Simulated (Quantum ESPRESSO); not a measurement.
# SrMn2As2: cost and accuracy of cutoff, mesh and threshold together

Wanted: the cheapest choice of cutoff, mesh and threshold together that holds the magnetic results of SrMn2As2.

Program: Quantum ESPRESSO 7.5. Level of theory: LDA; plane waves with GBRV 1.5 LDA potentials, no spin-orbit coupling (settings of the first rung). Values are calculated unless marked as measured.

Report form: inputs, costs, results and the conclusion, without the logs.

## (1) Starting point

It takes space group P-3m1 (No. 164, trigonal). Conventional cell: a = 4.076 Å, b = 4.076 Å, c = 7.351 Å, α = 90.00°, β = 90.00°, γ = 120.00°. Sr has 6 As at 3.14 Å nearest. Mn has 4 As at 2.43 to 2.48 Å nearest. Nearest to As lie 4 Mn at 2.43 to 2.48 Å and 3 Sr at 3.14 Å. Farther neighbours, and contacts between anions beyond the nearest, are not listed.

The cell comes from a database of computed structures and need not be the stable phase.

## (2) Rung 1, start ferro ++

pw.in

```
&CONTROL
  calculation = 'scf'
  prefix = 'pwscf'
  outdir = './tmp'
  pseudo_dir = './pseudo'
  disk_io = 'nowf'
/
&SYSTEM
  ibrav = 0
  celldm(1) = 8
  nat = 5
  ntyp = 3
  ecutwfc = 22
  ecutrho = 154
  nbnd = 38
  occupations = 'smearing'
  smearing = 'fd'
  degauss = 0.00999582
  nspin = 2
  starting_magnetization(1) = 0
  starting_magnetization(2) = 0.2333
  starting_magnetization(3) = 0
/
&ELECTRONS
  conv_thr = 5d-06
  electron_maxstep = 150
  mixing_beta = 0.3
/
ATOMIC_SPECIES
Sr     87.6200 sr_lda_v1.uspp.F.UPF
Mn     54.9380 mn_lda_v1.5.uspp.F.UPF
As     74.9216 as_lda_v1.uspp.F.UPF
CELL_PARAMETERS alat
   0.9628886845732    0.0000000000000    0.0000000000000
  -0.4814443422984    0.8338860618582    0.0000000000000
   0.0000000000000    0.0000000000000    1.7365324055280
ATOMIC_POSITIONS crystal
Sr      0.0000000000    0.0000000000    0.0000000000
Mn      0.6666666700    0.3333333300    0.3876830000
Mn      0.3333333300    0.6666666700    0.6123170000
As      0.6666666700    0.3333333300    0.7179570000
As      0.3333333300    0.6666666700    0.2820430000
K_POINTS automatic
4 4 2 0 0 0
```

The run is started by

```
> OMP_NUM_THREADS=1 mpirun -n 2 pw.x -nk 2 -in pw.in > pw.out
```

Run time: 8.3 s. Hardware: 2 MPI ranks of Intel Xeon 6975P-C (Granite Rapids), shared host; peak memory 0.22 GiB.

Spin moment in the atom's sphere by atom:

| atom | spin moment in the atom's sphere (μB) |
| --- | --- |
| Sr1 | 0.01 |
| Mn2 | 2.73 |
| Mn3 | 2.73 |
| As4 | -0.07 |
| As5 | -0.07 |

Numbers from this step:

* magnetization: 5.755 μB
* final state: ferromagnetic

## (3) Rung 1, start antiferro +-

Changes to pw.in since step 2:

```diff
@@ -11,6 +11,6 @@
   nat = 5
-  ntyp = 3
+  ntyp = 4
   ecutwfc = 22
   ecutrho = 154
-  nbnd = 38
+  nbnd = 34
   occupations = 'smearing'
@@ -21,3 +21,4 @@
   starting_magnetization(2) = 0.2333
-  starting_magnetization(3) = 0
+  starting_magnetization(3) = -0.2333
+  starting_magnetization(4) = 0
 /
@@ -30,3 +31,4 @@
 Sr     87.6200 sr_lda_v1.uspp.F.UPF
-Mn     54.9380 mn_lda_v1.5.uspp.F.UPF
+Mn1    54.9380 mn_lda_v1.5.uspp.F.UPF
+Mn2    54.9380 mn_lda_v1.5.uspp.F.UPF
 As     74.9216 as_lda_v1.uspp.F.UPF
@@ -38,4 +40,4 @@
 Sr      0.0000000000    0.0000000000    0.0000000000
-Mn      0.6666666700    0.3333333300    0.3876830000
-Mn      0.3333333300    0.6666666700    0.6123170000
+Mn1     0.6666666700    0.3333333300    0.3876830000
+Mn2     0.3333333300    0.6666666700    0.6123170000
 As      0.6666666700    0.3333333300    0.7179570000
```

The job ended after 9.4 s (2 MPI ranks; peak memory 0.23 GiB).

Spin moment in the atom's sphere by atom:

| atom | spin moment in the atom's sphere (μB) |
| --- | --- |
| Sr1 | 0.00 |
| Mn2 | 3.18 |
| Mn3 | -3.17 |
| As4 | 0.01 |
| As5 | -0.01 |

This step gave:

- magnetization: 0 μB
- final state: antiferromagnetic

## (4) Rung 2, start ferro ++

pw.in

```
&CONTROL
  calculation = 'scf'
  prefix = 'pwscf'
  outdir = './tmp'
  pseudo_dir = './pseudo'
  disk_io = 'nowf'
/
&SYSTEM
  ibrav = 0
  celldm(1) = 8
  nat = 5
  ntyp = 3
  ecutwfc = 30
  ecutrho = 210
  nbnd = 38
  occupations = 'smearing'
  smearing = 'fd'
  degauss = 0.00999582
  nspin = 2
  starting_magnetization(1) = 0
  starting_magnetization(2) = 0.2333
  starting_magnetization(3) = 0
/
&ELECTRONS
  conv_thr = 5d-07
  electron_maxstep = 150
  mixing_beta = 0.3
/
ATOMIC_SPECIES
Sr     87.6200 sr_lda_v1.uspp.F.UPF
Mn     54.9380 mn_lda_v1.5.uspp.F.UPF
As     74.9216 as_lda_v1.uspp.F.UPF
CELL_PARAMETERS alat
   0.9628886845732    0.0000000000000    0.0000000000000
  -0.4814443422984    0.8338860618582    0.0000000000000
   0.0000000000000    0.0000000000000    1.7365324055280
ATOMIC_POSITIONS crystal
Sr      0.0000000000    0.0000000000    0.0000000000
Mn      0.6666666700    0.3333333300    0.3876830000
Mn      0.3333333300    0.6666666700    0.6123170000
As      0.6666666700    0.3333333300    0.7179570000
As      0.3333333300    0.6666666700    0.2820430000
K_POINTS automatic
6 6 6 0 0 0
```

Elapsed: 42 s, on 2 MPI ranks; peak memory 0.35 GiB.

Read from the output:

```
magnetization  : 5.445 μB
final state    : ferromagnetic
largest moment : 2.581 μB
```

## (5) Rung 2, start antiferro +-

Changes to pw.in since step 4:

```diff
@@ -11,6 +11,6 @@
   nat = 5
-  ntyp = 3
+  ntyp = 4
   ecutwfc = 30
   ecutrho = 210
-  nbnd = 38
+  nbnd = 34
   occupations = 'smearing'
@@ -21,3 +21,4 @@
   starting_magnetization(2) = 0.2333
-  starting_magnetization(3) = 0
+  starting_magnetization(3) = -0.2333
+  starting_magnetization(4) = 0
 /
@@ -30,3 +31,4 @@
 Sr     87.6200 sr_lda_v1.uspp.F.UPF
-Mn     54.9380 mn_lda_v1.5.uspp.F.UPF
+Mn1    54.9380 mn_lda_v1.5.uspp.F.UPF
+Mn2    54.9380 mn_lda_v1.5.uspp.F.UPF
 As     74.9216 as_lda_v1.uspp.F.UPF
@@ -38,4 +40,4 @@
 Sr      0.0000000000    0.0000000000    0.0000000000
-Mn      0.6666666700    0.3333333300    0.3876830000
-Mn      0.3333333300    0.6666666700    0.6123170000
+Mn1     0.6666666700    0.3333333300    0.3876830000
+Mn2     0.3333333300    0.6666666700    0.6123170000
 As      0.6666666700    0.3333333300    0.7179570000
```

Wall time 47 s (2 MPI ranks); peak memory 0.35 GiB.

Numbers from this step:

```
magnetization  : 0 μB
final state    : antiferromagnetic
largest moment : 3.096 μB
```

## (6) Rung 3, start ferro ++

pw.in

```
&CONTROL
  calculation = 'scf'
  prefix = 'pwscf'
  outdir = './tmp'
  pseudo_dir = './pseudo'
  disk_io = 'nowf'
/
&SYSTEM
  ibrav = 0
  celldm(1) = 8
  nat = 5
  ntyp = 3
  ecutwfc = 40
  ecutrho = 280
  nbnd = 38
  occupations = 'smearing'
  smearing = 'fd'
  degauss = 0.00999582
  nspin = 2
  starting_magnetization(1) = 0
  starting_magnetization(2) = 0.2333
  starting_magnetization(3) = 0
/
&ELECTRONS
  conv_thr = 1d-08
  electron_maxstep = 150
  mixing_beta = 0.3
/
ATOMIC_SPECIES
Sr     87.6200 sr_lda_v1.uspp.F.UPF
Mn     54.9380 mn_lda_v1.5.uspp.F.UPF
As     74.9216 as_lda_v1.uspp.F.UPF
CELL_PARAMETERS alat
   0.9628886845732    0.0000000000000    0.0000000000000
  -0.4814443422984    0.8338860618582    0.0000000000000
   0.0000000000000    0.0000000000000    1.7365324055280
ATOMIC_POSITIONS crystal
Sr      0.0000000000    0.0000000000    0.0000000000
Mn      0.6666666700    0.3333333300    0.3876830000
Mn      0.3333333300    0.6666666700    0.6123170000
As      0.6666666700    0.3333333300    0.7179570000
As      0.3333333300    0.6666666700    0.2820430000
K_POINTS automatic
8 8 4 0 0 0
```

It took 75 s on 2 MPI ranks; peak memory 0.47 GiB.

This step gave:

```
magnetization  : 5.399 μB
final state    : ferromagnetic
largest moment : 2.564 μB
```

## (7) Rung 3, start antiferro +-

Changes to pw.in since step 6:

```diff
@@ -11,6 +11,6 @@
   nat = 5
-  ntyp = 3
+  ntyp = 4
   ecutwfc = 40
   ecutrho = 280
-  nbnd = 38
+  nbnd = 34
   occupations = 'smearing'
@@ -21,3 +21,4 @@
   starting_magnetization(2) = 0.2333
-  starting_magnetization(3) = 0
+  starting_magnetization(3) = -0.2333
+  starting_magnetization(4) = 0
 /
@@ -30,3 +31,4 @@
 Sr     87.6200 sr_lda_v1.uspp.F.UPF
-Mn     54.9380 mn_lda_v1.5.uspp.F.UPF
+Mn1    54.9380 mn_lda_v1.5.uspp.F.UPF
+Mn2    54.9380 mn_lda_v1.5.uspp.F.UPF
 As     74.9216 as_lda_v1.uspp.F.UPF
@@ -38,4 +40,4 @@
 Sr      0.0000000000    0.0000000000    0.0000000000
-Mn      0.6666666700    0.3333333300    0.3876830000
-Mn      0.3333333300    0.6666666700    0.6123170000
+Mn1     0.6666666700    0.3333333300    0.3876830000
+Mn2     0.3333333300    0.6666666700    0.6123170000
 As      0.6666666700    0.3333333300    0.7179570000
```

It took 79 s on 2 MPI ranks; peak memory 0.48 GiB; 2.6 min of CPU time.

Read from the output:

```
magnetization  : 0 μB
final state    : antiferromagnetic
largest moment : 3.085 μB
```

## (8) Rung 4, start ferro ++

pw.in

```
&CONTROL
  calculation = 'scf'
  prefix = 'pwscf'
  outdir = './tmp'
  pseudo_dir = './pseudo'
  disk_io = 'nowf'
/
&SYSTEM
  ibrav = 0
  celldm(1) = 8
  nat = 5
  ntyp = 3
  ecutwfc = 52
  ecutrho = 364
  nbnd = 38
  occupations = 'smearing'
  smearing = 'fd'
  degauss = 0.00999582
  nspin = 2
  starting_magnetization(1) = 0
  starting_magnetization(2) = 0.2333
  starting_magnetization(3) = 0
/
&ELECTRONS
  conv_thr = 5d-10
  electron_maxstep = 150
  mixing_beta = 0.3
/
ATOMIC_SPECIES
Sr     87.6200 sr_lda_v1.uspp.F.UPF
Mn     54.9380 mn_lda_v1.5.uspp.F.UPF
As     74.9216 as_lda_v1.uspp.F.UPF
CELL_PARAMETERS alat
   0.9628886845732    0.0000000000000    0.0000000000000
  -0.4814443422984    0.8338860618582    0.0000000000000
   0.0000000000000    0.0000000000000    1.7365324055280
ATOMIC_POSITIONS crystal
Sr      0.0000000000    0.0000000000    0.0000000000
Mn      0.6666666700    0.3333333300    0.3876830000
Mn      0.3333333300    0.6666666700    0.6123170000
As      0.6666666700    0.3333333300    0.7179570000
As      0.3333333300    0.6666666700    0.2820430000
K_POINTS automatic
10 10 6 0 0 0
```

Elapsed: 3.6 min, on 2 MPI ranks; peak memory 0.85 GiB; 7.2 min of CPU time.

This step gave:

* magnetization: 5.4 μB
* final state: ferromagnetic
* largest moment: 2.565 μB

## (9) Rung 4, start antiferro +-

Changes to pw.in since step 8:

```diff
@@ -11,6 +11,6 @@
   nat = 5
-  ntyp = 3
+  ntyp = 4
   ecutwfc = 52
   ecutrho = 364
-  nbnd = 38
+  nbnd = 34
   occupations = 'smearing'
@@ -21,3 +21,4 @@
   starting_magnetization(2) = 0.2333
-  starting_magnetization(3) = 0
+  starting_magnetization(3) = -0.2333
+  starting_magnetization(4) = 0
 /
@@ -30,3 +31,4 @@
 Sr     87.6200 sr_lda_v1.uspp.F.UPF
-Mn     54.9380 mn_lda_v1.5.uspp.F.UPF
+Mn1    54.9380 mn_lda_v1.5.uspp.F.UPF
+Mn2    54.9380 mn_lda_v1.5.uspp.F.UPF
 As     74.9216 as_lda_v1.uspp.F.UPF
@@ -38,4 +40,4 @@
 Sr      0.0000000000    0.0000000000    0.0000000000
-Mn      0.6666666700    0.3333333300    0.3876830000
-Mn      0.3333333300    0.6666666700    0.6123170000
+Mn1     0.6666666700    0.3333333300    0.3876830000
+Mn2     0.3333333300    0.6666666700    0.6123170000
 As      0.6666666700    0.3333333300    0.7179570000
```

The job ended after 3.4 min (2 MPI ranks; peak memory 0.82 GiB; 6.7 min of CPU time).

This step gave:

| Property | Result |
| --- | --- |
| magnetization | 0 μB |
| final state | antiferromagnetic |
| largest moment | 3.086 μB |

## (10) The rungs together

Ladder, by row:

| rung | cutoff (eV) | mesh | state from the first start | state from the second start | second less first (meV a seeded atom) | moment, first (μB) | moment, second (μB) | CPU time (s) |
| --- | --- | --- | --- | --- | --- | --- | --- | --- |
| 1 | 299 | 4x4x2 | ferromagnetic | antiferromagnetic | -193.8 | 2.727 | 3.175 | 34.47 |
| 2 | 408 | 6x6x6 | ferromagnetic | antiferromagnetic | -181.9 | 2.581 | 3.096 | 177.1 |
| 3 | 544 | 8x8x4 | ferromagnetic | antiferromagnetic | -178.9 | 2.564 | 3.085 | 306.6 |
| 4 | 707 | 10x10x6 | ferromagnetic | antiferromagnetic | -179.6 | 2.565 | 3.086 | 831 |

## (11) Outcome

```
range of the largest moment, first start             : 2.56 to 2.73 μB; second start 3.08 to 3.18 μB
range of CPU time                                    : 34 s to 14 min
range of the energy difference                       : -194 to -179 meV a seeded atom
first rung that agrees with the last (margins below) : 2
```

What this shows: From rung 2 on the states are those of the last rung, the moments stay within 0.05 μB of it and the difference within 9.0 meV; rung 2 took 21 % of its CPU time. Energies are free energies at an electronic temperature of 1580 K, which lowers moments and differences where the moments are itinerant.

[Long decimals in the printed logs are rounded to 6 places.]

[Logs and program files are shortened in this print: banners, set-up blocks, solver, clock and traceback lines can be left out without a mark of their own.]

[Logs are printed without paths, hosts, clocks, repeated set-up lines and the standing remarks that a program may print on its own settings, such as how far it seeks lower states.]

[Hosts, paths, dates, database ids (printed as entryN), source tags and the programs' standing remarks are cut or masked in the printed files.]

[Where the starting crystal was built by hand or by swapping elements, it need not be the compound's stable phase.]

[Where a cell is said to come from a database of computed structures, the database is the Materials Project.]

[Lattice constants that a cell's source calls measured were typed from memory.]
